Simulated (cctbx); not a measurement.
# Lattice, Laue class and space group of a new crystal

Cell: a = 9.1600 Å, b = 9.1600 Å, c = 3.0880 Å, α = 90.00°, β = 90.00°, γ = 90.00°. Expected content of the cell: Rh10 Ga4 Mn2 B4.

The data are simulated with cctbx, not measured: Mo Kα, λ = 0.71073 Å, to d = 0.75 Å, 80 % of the full sphere, strongest reflection 70000 counts, noise from counting, a 6 % proportional error and a noise floor of 4 counts (s.d.); no absorption.

Tests on the unmerged data give:

```text
2044 reflections to d = 0.750 A
centring   violations  <I/sigma> of those
    A        898 of  1048     11.6
    B        864 of  1016     11.5
    C        858 of  1030     11.1
    I        870 of  1015     11.7
    R       1186 of  1350     11.9
    F       1310 of  1547     11.4
Laue class    unique    Rint  (classes that these axes allow; Friedel mates merged)
P -1             1229   0.034
P 1 2/m 1         683   0.040
P 1 1 2/m         751   0.038
P 2/m 1 1         680   0.039
P m m m           425   0.043
P 4/m             381   0.043
P 4/m m m         229   0.046
space group    extra absences  I>4sigma  <I/sigma>
P 4 2 2                 0          0         -  acentric
P 4 21 2               18          0       0.3  acentric
P 4 m m                 0          0         -  acentric
P 4 b m               121          0       0.0  acentric
P -4 2 m                0          0         -  acentric
P -4 21 m              18          0       0.3  acentric
P -4 m 2                0          0         -  acentric
P -4 b 2              121          0       0.0  acentric
P 4/m m m               0          0         -  centric
P 4/m b m             121          0       0.0  centric
Wilson B = 0.87 A^2   <|E^2-1|> = 0.861 (0.968 centric, 0.736 acentric)   E^2>4: 2.8 %
shell (A)         n   <I/sigma>
 9.16 - 1.50     39     25.1
 1.50 - 1.19     30     34.7
 1.19 - 1.04     26     37.2
 1.04 - 0.95     31     31.0
 0.95 - 0.88     28     37.9
 0.88 - 0.83     23     34.7
 0.83 - 0.78     25     31.0
 0.78 - 0.75     27     28.4
```

**Question.** What are the lattice type, the Laue class and the likely space group?

Every centring test has many violations, so the lattice is primitive.

Rint stays low (0.034 to 0.046) up to P 4/m m m, the highest class in these axes.

10 settings pass the absence test. The most absences obeyed, 121, belong to P 4 b m, P -4 b 2 and P 4/m b m, which absences can't tell apart.

⟨|E²−1|⟩ = 0.861 lies between the two ideal values. The Wilson B of 0.87 Å² means U ≈ 0.0110 Å².

The true group is P4/mbm (no. 127), Laue class 4/mmm, centrosymmetric. The tables only narrow the choice to the tied entries; cell content, site symmetry and trial solutions must settle it.

This is a model crystal, built by substitution and not relaxed, with assumed displacement parameters.

[Logs are printed without paths, hosts, clocks, repeated set-up lines and the standing remarks that a program may print on its own settings, such as how far it seeks lower states.]
